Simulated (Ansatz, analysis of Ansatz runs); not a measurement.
# Reproducing a measured migration barrier: interstitial H in hcp Sc, hop from a tetrahedral to the next octahedral site, part 3 of 3

Subject: interstitial H in hcp Sc, hop from a tetrahedral to the next octahedral site. Wanted: its migration barrier, in one set-up (PBE, 36-site cell, PBE lattice, 420 eV, k: 3x3x3 Gamma-centred, zero-point energy of the moving atom added). The model is a cell of 36 host atoms with 1 H put in. The barrier is the energy of the highest image of a climbing band over the relaxed site that the atom leaves.

Ansatz 0.2.0; PBE, 36-site cell, PBE lattice, 420 eV, k: 3x3x3 Gamma-centred, zero-point energy of the moving atom added.

So far, barrier forward (eV): step 3 (nudged elastic band) 0.516.

**4. Vibrations of the moving atom at the low point**

A light atom carries zero-point energy, which differs between site and saddle; its three modes are computed at both, leaving out the unstable one.

This step: plane-wave PAW DFT, PBE; finite-displacement force constants of the moving atom alone.

Contents of modes_low/input.yaml:

```yaml
crystal:
  lattice:
    - [9.96171604, 0.0, 0.0]
    - [-4.98085802, 8.62709916, 0.0]
    - [0.0, 0.0, 10.31889867]
  atoms:
    - { symbol: Sc, position: [0.111436833, 0.222644875, 0.126143456] }
    - { symbol: Sc, position: [0.221498324, 0.109663316, 0.375430919] }
    - { symbol: Sc, position: [0.110521821, 0.221566096, 0.625229925] }
[... 2 atom lines left out ...]
    - { symbol: Sc, position: [0.221857093, 0.44426188, 0.375847152] }
    - { symbol: Sc, position: [0.110521821, 0.555622392, 0.625229925] }
[... 7 atom lines left out ...]
    - { symbol: Sc, position: [0.444377608, 0.221566096, 0.625229925] }
[... 1 atom line left out ...]
    - { symbol: Sc, position: [0.444444444, 0.555555556, 0.114182628] }
    - { symbol: Sc, position: [0.55573812, 0.44426188, 0.375847152] }
    - { symbol: Sc, position: [0.444444444, 0.555555556, 0.625988347] }
[... 2 atom lines left out ...]
    - { symbol: Sc, position: [0.55573812, 0.778142907, 0.375847152] }
    - { symbol: Sc, position: [0.444377608, 0.889478179, 0.625229925] }
[... 7 atom lines left out ...]
    - { symbol: Sc, position: [0.778433904, 0.555622392, 0.625229925] }
[... 3 atom lines left out ...]
    - { symbol: Sc, position: [0.778433904, 0.889478179, 0.625229925] }
[... 1 atom line left out ...]
    - { symbol: H, position: [0.444444444, 0.555555556, 0.427088741] }
basis:
  ecutwfc: 420
  xc_grid: 2
hamiltonian:
  xc: pbe
kpoints:
  mp_grid: { grid: [3, 3, 3] }
scf:
  occupations: { method: methfessel_paxton, width: 0.1 }
  max_iter: 120
output: {}
phonons:
  supercell: [1, 1, 1]
  displaced_sites: [36]
  amplitude: 0.03
```

Started as:

```console
$ ansatz run input.yaml --threads 4 --pin off --max-ram 14131MiB --backend cpu --events-out ev --progress --plain --runs-dir out
```

Numbers of over 12 decimals in the logs are rounded to 6 here.

The program printed:

```text
[...]
Crystal: 37 atoms, lattice volume = 886.813 Å³
Basis set: ecut = 420 eV, 17327 PW (Γ), exchange–correlation on 144×144×144 points (8 copies of the dense FFT grid, shifted against one another)
Bands: 239, of which v1, the nominal top of the filled ones, is band 199 counted from 1 (198 counted from 0)
Symmetry: 6 space group operations
k-points: 7 of 27 (time reversal used)
[...]
SCF iter   1: F=—  HF=-76906.013641 eV  |F-HF|=—  |Δ(HF+E_count)|=         —  Δρ=3.98e-3  dr2=7.74e-1  ethr=1.77e-3  ⟨swp⟩=9.4  Hψ=8493  notcnv=0  defer=1
[...]
SCF iter   9: F=-76905.973450 eV  HF=-76905.973450 eV  |F-HF|=3.64e-10  |Δ(HF+E_count)|=  1.46e-10  S|Δr|=    0.00e0  Δρ=1.86e-7  dr2=6.16e-10  ethr=1.00e-12  ⟨swp⟩=42.1  Hψ=8324  notcnv=0
SCF 1 converged in 9 iterations: F = -76905.973450 eV  dr2 = 6.16e-10
[...]
Symmetry: 2 space group operations
k-points: 10 of 27 (time reversal used)
[...]
[... further k-points left out ...]
--- Phonons: 2 displaced members + reference (amplitude 0.03 Å, Σ member SCF iterations 14) ---
  symmetry images taken by strict's conditions (phonons.symmetry_images: auto; settled by no image being taken that strict refuses)
  force constants formed among 1 of 37 sites (H 36); the other 36 at rest. The modes move the named sites alone.
  the frequencies, the zero-point energy and the sums are of the block with the acoustic sum rule laid on its rows. Row sums over every site: 8.7e-6 eV/Å² at the most
  transpose residual: 0.0e0 eV/Å²
  largest component of a force at the reference: 1.9e-2 eV/Å on a named site, 1.9e-2 eV/Å on a site at rest
  frequencies among the named sites at Γ of the cell (cm⁻¹): 931.82 1212.29 1212.29
  unstable modes among the named sites: 0
  frequencies as built, with no sum rule (cm⁻¹): 931.82 1212.29 1212.29
  zero-point energy: 0.208070 eV/cell   skipped modes (ω ≤ 0): 0
  not written: the harmonic force-constant file, the file of eigenvectors (these modes' are written with the force constants), the density of states and the dispersion, which are of every site
[key lines of the parts left out:]
SCF converged after 9 iterations
Free energy (F): -76905.973450 eV
Fermi energy:    9.269817 eV
```

Wall time 7.3 min (4 threads of Arm Neoverse V2, shared host); peak memory 4.7 GiB; 29 min of CPU time.

Numbers from this step:

```
free energy                : -76905.9734 eV
smearing term TS           : -0.008454 eV
frequencies of moving atom : 931.8, 1212, 1212 cm⁻¹ (negative: imaginary)
```

**5. Vibrations of the moving atom at the top point**

This step: plane-wave PAW DFT, PBE; finite-displacement force constants of the moving atom alone.

Contents of modes_top/input.yaml:

```yaml
crystal:
  lattice:
    - [9.96171604, 0.0, 0.0]
    - [-4.98085802, 8.62709916, 0.0]
    - [0.0, 0.0, 10.31889867]
  atoms:
    - { symbol: Sc, position: [0.111061278, 0.22237936, 0.125135002] }
    - { symbol: Sc, position: [0.220007258, 0.106715874, 0.37341261] }
    - { symbol: Sc, position: [0.107816515, 0.220454631, 0.626477308] }
[... 2 atom lines left out ...]
    - { symbol: Sc, position: [0.21916661, 0.445283482, 0.374175562] }
    - { symbol: Sc, position: [0.110462526, 0.556195084, 0.625659294] }
[... 7 atom lines left out ...]
    - { symbol: Sc, position: [0.44599932, 0.220414301, 0.62649801] }
[... 1 atom line left out ...]
    - { symbol: Sc, position: [0.444738393, 0.556163667, 0.119312658] }
    - { symbol: Sc, position: [0.559371136, 0.445298379, 0.374208876] }
    - { symbol: Sc, position: [0.446666131, 0.559892952, 0.62919496] }
[... 2 atom lines left out ...]
    - { symbol: Sc, position: [0.554501844, 0.775711653, 0.37607922] }
    - { symbol: Sc, position: [0.444578845, 0.889104514, 0.625212533] }
[... 7 atom lines left out ...]
    - { symbol: Sc, position: [0.779041896, 0.556164566, 0.625687047] }
[... 3 atom lines left out ...]
    - { symbol: Sc, position: [0.777886428, 0.889142272, 0.625192486] }
[... 1 atom line left out ...]
    - { symbol: H, position: [0.388634371, 0.443737292, 0.467854533] }
basis:
  ecutwfc: 420
  xc_grid: 2
hamiltonian:
  xc: pbe
kpoints:
  mp_grid: { grid: [3, 3, 3] }
scf:
  occupations: { method: methfessel_paxton, width: 0.1 }
  max_iter: 120
output: {}
phonons:
  supercell: [1, 1, 1]
  displaced_sites: [36]
  amplitude: 0.03
```

The program printed:

```text
[...]
Crystal: 37 atoms, lattice volume = 886.813 Å³
Basis set: ecut = 420 eV, 17327 PW (Γ), exchange–correlation on 144×144×144 points (8 copies of the dense FFT grid, shifted against one another)
Bands: 239, of which v1, the nominal top of the filled ones, is band 199 counted from 1 (198 counted from 0)
Symmetry: 1 space group operations
k-points: 14 of 27 (time reversal used)
[...]
SCF iter   1: F=—  HF=-76905.472527 eV  |F-HF|=—  |Δ(HF+E_count)|=         —  Δρ=3.17e-3  dr2=3.26e-1  ethr=1.77e-3  ⟨swp⟩=9.5  Hψ=16015  notcnv=0
[...]
SCF iter   9: F=-76905.457579 eV  HF=-76905.457579 eV  |F-HF|=2.04e-10  |Δ(HF+E_count)|=  5.53e-10  S|Δr|=    0.00e0  Δρ=1.68e-7  dr2=4.46e-10  ethr=1.00e-12  ⟨swp⟩=45.2  Hψ=17074  notcnv=0
SCF 1 converged in 9 iterations: F = -76905.457579 eV  dr2 = 4.46e-10
[...]
atom  18  Sc     0.00873498     0.00197843    -0.00042242
  atom  19  Sc    -0.00193465     0.00716859     0.01102909
  [... 2 atoms left out ...]
  atom  22  Sc     0.00030762    -0.00296962    -0.00014955
  atom  23  Sc     0.00180446    -0.00021741    -0.00063694
  [... 7 atoms left out ...]
  atom  31  Sc     0.00095628     0.00010000    -0.00186654
  [... 3 atoms left out ...]
  atom  35  Sc    -0.00158318    -0.00092736    -0.00046823
  [... 1 atom left out ...]
  atom  37  H     -0.01044877    -0.00660312    -0.00831467
  max |Σ_I F_I| component: 5.36e-6 eV/Å
--- Band table (eV; the first three rows and the last of 14) ---
[...]
[... further k-points left out ...]
[...]
transpose residual: 2.1e-3 eV/Å²
[...]
frequencies among the named sites at Γ of the cell (cm⁻¹): -617.06 1327.79 1346.11
  unstable modes among the named sites: 1
  frequencies as built, with no sum rule (cm⁻¹): -617.05 1327.78 1346.11
  zero-point energy: 0.165760 eV/cell   skipped modes (ω ≤ 0): 1, of them read as no rigid motion or as one in doubt: 1 (1.000e0 modes/cell left out, lowest -617.06 cm⁻¹)
[...]
[key lines of the parts left out:]
SCF converged after 9 iterations
Free energy (F): -76905.457579 eV
Fermi energy:    9.272225 eV
```

Elapsed: 27 min, on 4 threads; peak memory 5.8 GiB.

This step gave:

| Quantity | Value |
| --- | --- |
| free energy | -76905.4576 eV |
| smearing term TS | -0.004854 eV |
| frequencies of moving atom | -617.1, 1328, 1346 cm⁻¹ (negative: imaginary) |

**6. Outcome**

| Item | Value |
| --- | --- |
| migration barrier (saddle less minimum) | 0.47 eV |
| energy difference of the two ends | 0.18 eV |
| length of the hop | 2.06 Å |
| change of the moving atom's zero-point energy, saddle less site | -0.04 eV |
| time of the whole chain | 75 min on 4 threads |

In words: Migration barrier: computed 0.47 eV, measured 0.54 eV; 0.07 eV below the measurement. Zero-point energy changes the barrier by -0.04 eV. The measured number is an Arrhenius activation energy of long-range diffusion; for H it holds zero-point energy, and trapping at vacancies and dislocations can raise it. One hop between neighbouring sites is computed at the host's lattice.

[Logs are printed without paths, hosts, clocks, repeated set-up lines and the standing remarks that a program may print on its own settings, such as how far it seeks lower states.]

[Hosts, paths, dates, database ids (printed as entryN), source tags and the programs' standing remarks are cut or masked in the printed files.]

[For some hosts the program warned that the k-mesh of the response run may be too coarse for force constants and the static dielectric constant; such warnings are not shown here.]
